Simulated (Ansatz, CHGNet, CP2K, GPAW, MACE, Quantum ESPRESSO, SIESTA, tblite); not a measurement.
## Random packing of W68Si32 (at. %) (85 atoms) in other programs, against a plane-wave reference

How near do other programs and methods come to a plane-wave reference for random packing of W68Si32 (at. %) (85 atoms)? A plane-wave run serves as the reference.

Calculated with Quantum ESPRESSO 7.5; Kohn-Sham DFT, PBE, SSSP efficiency 1.3.0 pseudopotentials, plane waves.

**1. The starting structure**

The cell holds 85 atoms: 58 W and 27 Si. Its edges and angles: a = 10.997 Å, b = 10.997 Å, c = 10.997 Å, α = 90.0°, β = 90.0°, γ = 90.0°. 85 atoms (58 W, 27 Si) packed at random in a cube at 14.3 g/cm³ and pushed apart as soft spheres; a start for melting by ab initio MD, not an equilibrated structure. Then every atom was moved at random, 0.02 Å r.m.s. a Cartesian component.

**2. Reference: Quantum ESPRESSO, plane waves**

Input file pw.in:

```
&control
  calculation = 'scf'
  pseudo_dir = './pseudo'
  outdir = './tmp'
  disk_io = 'none'
  tprnfor = .true.
  tstress = .true.
/
&system
  ibrav = 0
  nat = 85
  ntyp = 2
  ecutwfc = 45
  ecutrho = 360
  nosym = .true.
  occupations = 'smearing'
  smearing = 'fd'
  degauss = 0.003675
/
&electrons
  conv_thr = 4.3e-07
  electron_maxstep = 100
  mixing_beta = 0.2
  mixing_mode = 'local-TF'
  diagonalization = 'david'
/
ATOMIC_SPECIES
W 183.840 W.upf
Si 28.085 Si.upf
CELL_PARAMETERS angstrom
10.99740 0.00000 0.00000
0.00000 10.99740 0.00000
0.00000 0.00000 10.99740
ATOMIC_POSITIONS crystal
W 0.95017 0.75453 0.06858
W 0.79734 0.61216 0.15600
W 0.71822 0.43554 0.04299
W 0.50166 0.49535 0.63838
W 0.29484 0.73318 0.19918
W 0.65218 0.90658 0.74726
W 0.31549 0.06973 0.45087
W 0.50235 0.48589 0.94159
W 0.58709 0.14114 0.43911
W 0.46533 0.78854 0.34043
W 0.22342 0.62877 0.57106
W 0.41789 0.25408 0.64038
[... 69 atom lines left out ...]
Si 0.60068 0.64357 0.77182
Si 0.28472 0.19189 0.14269
Si 0.60944 0.36790 0.41616
Si 0.19099 0.87522 0.83755
K_POINTS gamma
```

Run with:

```sh
> OMP_NUM_THREADS=1 mpirun -np 4 pw.x -in pw.in > output.txt
```

The program printed:

```text
Program PWSCF
     gamma-point specific algorithms are used
     one sub-group per band group will be used
     scalapack distributed-memory algorithm (size of sub-group:  2*  2 procs)
     Parallelization info
     sticks:   dense  smooth     PW     G-vecs:    dense   smooth      PW
     Min        3088    1544    386               258816    91440   11450
     Max        3092    1546    388               258830    91449   11456
     Sum       12361    6181   1549              1035301   365781   45817
     bravais-lattice index     =            0
     lattice parameter (alat)  =      20.7821  a.u.
     unit-cell volume          =    8975.6656 (a.u.)^3
     number of atoms/cell      =           85
     number of atomic types    =            2
     number of electrons       =       920.00
[... lines left out ...]
     scf convergence threshold =      4.3E-07
[... lines left out ...]
     number of k points=     1  Fermi-Dirac smearing, width (Ry)=  0.0037
[... lines left out ...]
     total energy              =   -9532.97745070 Ry
[... lines left out ...]
     total energy              =   -9531.80709985 Ry
[... lines left out ...]
     total energy              =   -9532.15786960 Ry
[... lines left out ...]
     total energy              =   -9532.12563838 Ry
[... lines left out ...]
     total energy              =   -9532.12563860 Ry
[... lines left out ...]
          k = 0.0000 0.0000 0.0000 ( 22909 PWs)   bands (ev):
   -55.6001 -55.5445 -55.5387 -55.4822 -55.4576 -55.4155 -55.4090 -55.3974
   -55.3821 -55.3729 -55.3547 -55.3452 -55.3346 -55.3283 -55.3195 -55.3128
   -55.3052 -55.2974 -55.2954 -55.2778 -55.2712 -55.2596 -55.2507 -55.2446
[...]
20.9686  20.9807  21.0163  21.0424  21.0532  21.1506  21.1630  21.1940
    21.2079  21.2324  21.2527  21.3489  21.3616  21.3834  21.3961  21.4363
     the Fermi energy is    18.4121 ev
!    total energy              =   -9532.12563853 Ry
     estimated scf accuracy    <       0.00000025 Ry
     smearing contrib. (-TS)   =      -0.04020590 Ry
     internal energy E=F+TS    =   -9532.08543263 Ry
     The total energy is F=E-TS. E is the sum of the following terms:
     one-electron contribution =   -2554.25187416 Ry
     hartree contribution      =    1754.02301305 Ry
     xc contribution           =   -2568.74818647 Ry
     ewald contribution        =   -6163.10838505 Ry
     convergence has been achieved in  15 iterations
     Forces acting on atoms (cartesian axes, Ry/au):
     atom    1 type  1   force =     0.00540734    0.05163594    0.05564103
     atom    2 type  1   force =    -0.06466388    0.07914692    0.06844531
     atom    3 type  1   force =    -0.02180043   -0.02190016    0.00933206
[...]
atom   84 type  2   force =    -0.05161579    0.08306791   -0.06683814
     atom   85 type  2   force =     0.04014098    0.05912940   -0.00594469
     Total force =     1.049183     Total SCF correction =     0.002195
     Computing stress (Cartesian axis) and pressure
          total   stress  (Ry/bohr**3)                   (kbar)     P=      261.27
   0.00169315   0.00002788   0.00006342          249.07        4.10        9.33
   0.00002788   0.00193443  -0.00006619            4.10      284.57       -9.74
   0.00006342  -0.00006619   0.00170065            9.33       -9.74      250.17
     Message from routine punch:
     Nothing written, as per user request (disk_io='none')
```

Run time: 5.5 min. Hardware: 4 MPI ranks of Arm Neoverse V2, shared host; peak memory 5.7 GiB.

Banners and routine set-up lines are dropped from the logs; longer cuts are marked.

Numbers from this run:

| Quantity | Value |
| --- | --- |
| r.m.s. force component | 1.689 eV/Å |
| longest force | 6.053 eV/Å |
| pressure | 26.13 GPa |

**3. The ladder**

The programs:
- CHGNet: machine-learned potential, published weights.
- CP2K 2026.2: Gaussian basis with GTH pseudopotentials and a plane-wave density; labels give functional, basis (MOLOPT sets; SR short-range, UZH the newer set with its own potentials), grid cutoff/relative cutoff and solver (OT: orbital transformation; TRS4, TC2, SIGN: linear-scaling purification with its sparsity filter), or its built-in tight binding.
- MACE: machine-learned potential, published weights.
- SIESTA 5.4.2: numerical atomic orbitals, whose automatically made sets are far from complete, with PseudoDojo norm-conserving potentials that we converted to its format (checked against plane waves on the same files for H, C, O, Si, Ge and Ca alone); labels give functional, basis size, energy shift and mesh cutoff.

All use the same cell and atoms; the electronic-structure runs use the same k-mesh, and an electronic temperature of 580 K (0.05 eV) where levels are smeared.

Differences are against the plane-wave reference, forces as r.m.s. over components; share is that over the reference's r.m.s. force, slope the least-squares factor from reference forces to these. Total energies of different programs have different zeros and aren't compared.

| run | Δ force, r.m.s. (meV/Å) | share (%) | slope | Δ pressure (GPa) | cores | CPU time | memory (GiB) |
| --- | --- | --- | --- | --- | --- | --- | --- |
| reference | - | - | - | - | 4 | 22 min | 5.7 |
| CHGNet 0.3.0 potential | 601 | 35.5 | 1.024 | 2.38 | 1 | 3.7 s | 1.1 |
| CHGNet r2SCAN potential | 636 | 37.6 | 0.928 | -1.31 | 1 | 3.6 s | 1.1 |
| CP2K PBE, DZVP-MOLOPT-SR, 350/50 Ry, diagonalisation | 74.2 | 4.39 | 0.969 | -0.434 | 4 | 16 min | 5.1 |
| CP2K PBE, SZV-MOLOPT-SR, 350/50 Ry, diagonalisation (coarse) | 628 | 37.2 | 0.941 | 9.33 | 1 | 6 min | 1.7 |
| MACE MPA-0 medium potential | 482 | 28.5 | 0.876 | -1.76 | 1 | 7.2 s | 1 |
| SIESTA PBE, DZ, shift 0.01 Ry, mesh 300 Ry (coarse) | 475 | 28.1 | 1.142 | 3.50 | 2 | 5 min | 1.3 |
| SIESTA PBE, DZP, shift 0.01 Ry, mesh 300 Ry | 226 | 13.4 | 1.109 | 3.77 | 4 | 11 min | 2.3 |
| SIESTA PBE, SZP, shift 0.01 Ry, mesh 300 Ry (coarse) | 355 | 21.0 | 1.178 | 5.77 | 2 | 7.1 min | 1.6 |

Rows marked coarse use a setting chosen to be so.

Times of the machine-learned potentials are mostly Python's start and the loading of weights.

CPU time is summed over cores on a shared host, where runs went side by side, so it is rough. Symmetry, cutoffs, thresholds, outputs and thread counts weren't matched or tuned between programs; memory under MPI is the largest rank's times the ranks.

Left out of the table, since they converged to an unphysical state: tblite GFN1-xTB (forces off by up to 8.7 eV/Å).

Runs without a result: CP2K GFN1-xTB, diagonalisation (not converged, the SCF not settling); tblite IPEA1-xTB (not converged); GPAW PBE, LCAO dzp, h 0.2 Å (cut off at its time limit of 15 min); GPAW PBE, LCAO dzp, h 0.2 Å, other mixer settings (cut off at its time limit of 12 min); GPAW PBE, LCAO sz(dzp), h 0.2 Å (cut off at its time limit of 4 min).

A second geometry, displaced anew (every atom was moved at random, 0.06 Å r.m.s. a Cartesian component), gives an energy difference that all programs can be tested on. The reference puts it at 82.62 meV/atom.

| run | energy less the first geometry's (meV/atom) | error (meV/atom) | force share at the second geometry (%) |
| --- | --- | --- | --- |
| SIESTA PBE, DZP, shift 0.01 Ry, mesh 300 Ry | 89.34 | 6.73 | 11.6 |
| CHGNet 0.3.0 potential | 85.13 | 2.52 | 29.7 |
| CP2K PBE, DZVP-MOLOPT-SR, 350/50 Ry, diagonalisation | 79.68 | -2.94 | 4.21 |
| CHGNet r2SCAN potential | 68.59 | -14.0 | 32.2 |
| MACE MPA-0 medium potential | 84.85 | 2.24 | 22.5 |
| SIESTA PBE, SZP, shift 0.01 Ry, mesh 300 Ry | 93.00 | 10.4 | 18.3 |
| CP2K PBE, SZV-MOLOPT-SR, 350/50 Ry, diagonalisation | 82.97 | 0.354 | 27.8 |
| SIESTA PBE, DZ, shift 0.01 Ry, mesh 300 Ry | 94.88 | 12.3 | 23.4 |

**4. Outcome**

| Property | Result |
| --- | --- |
| reference r.m.s. force component | 1.69 eV/Å |
| nearest in forces | CP2K PBE, DZVP-MOLOPT-SR, 350/50 Ry, diagonalisation, 4.4 % |
| farthest in forces | CHGNet r2SCAN potential, 38 % |
| cheapest electronic-structure run beside the reference | SIESTA PBE, DZ, shift 0.01 Ry, mesh 300 Ry, 5 min of CPU time |

In words: The PBE runs in local orbitals, coarse settings apart, differ by 4.4 % (CP2K PBE, DZVP-MOLOPT-SR, 350/50 Ry, diagonalisation) to 13 % (SIESTA PBE, DZP, shift 0.01 Ry, mesh 300 Ry); basis, grid and potentials can all enter. Machine-learned potentials differ by 29 % (MACE MPA-0 medium potential) to 38 % (CHGNet r2SCAN potential); they were trained on other programs' data, some at another functional. Runs with settings chosen to be coarse differ by 21 % (SIESTA PBE, SZP, shift 0.01 Ry, mesh 300 Ry) to 37 % (CP2K PBE, SZV-MOLOPT-SR, 350/50 Ry, diagonalisation), their programs' other errors included. Of the electronic-structure runs that take under half the reference's CPU time, SIESTA PBE, DZP, shift 0.01 Ry, mesh 300 Ry comes nearest, at 13 % in 11 min against 22 min; its pressure misses by +3.8 GPa. SIESTA PBE, SZP, shift 0.01 Ry, mesh 300 Ry stiffens the forces by a factor of 1.18 while following their directions (correlation 0.996); the slopes of the 3 SIESTA runs lie between 1.11 and 1.18. In pressure, CP2K PBE, SZV-MOLOPT-SR, 350/50 Ry, diagonalisation misses by +9.3 GPa, at the same functional. The energy difference between the two geometries, 82.6 meV/atom in the reference, is met best by CP2K PBE, SZV-MOLOPT-SR, 350/50 Ry, diagonalisation (coarse) (+0.354) and worst by CHGNet r2SCAN potential (-14). In the reference: levels near the Fermi energy are neither full nor empty under the smearing, so no gap is quoted. The reference's pressure holds the uncorrected Pulay stress of its 45 Ry basis, so small pressure differences, and their order, may be the reference's own error. Machine-learned potentials mimic data converged in k, so the reference's own k-point error enters their differences. The reference's stress is far from hydrostatic: its diagonal is 24.9, 28.5, 25.0 GPa, compression counted positive. The reference's pressure of 26 GPa says that the cell would expand at this level of theory. The electronic-structure runs sample only Γ, in a cell whose shortest periodic width is 11 Å, which is coarse for a cell with partly filled levels. Spin–orbit coupling is left out, which matters for the levels of the heavy elements.

[Long decimals in the printed logs are rounded to 6 places.]

[Also dropped from logs without a mark: lines with file paths, logging warnings of Python, QE's lines on negative density and diagonalisation, SIESTA's first energy breakdown, zero terms and Voronoi charges.]

[Logs are printed without paths, hosts, clocks, repeated set-up lines and the standing remarks that a program may print on its own settings, such as how far it seeks lower states.]

[Hosts, paths, dates, database ids (printed as entryN), source tags and the programs' standing remarks are cut or masked in the printed files.]

[Not all failed runs are listed: runs killed by the host, ended in a Python traceback or in CONQUEST's support-function errors, and SIESTA runs with faulty potentials for Cu, Fe, Ni or Zn are left out.]
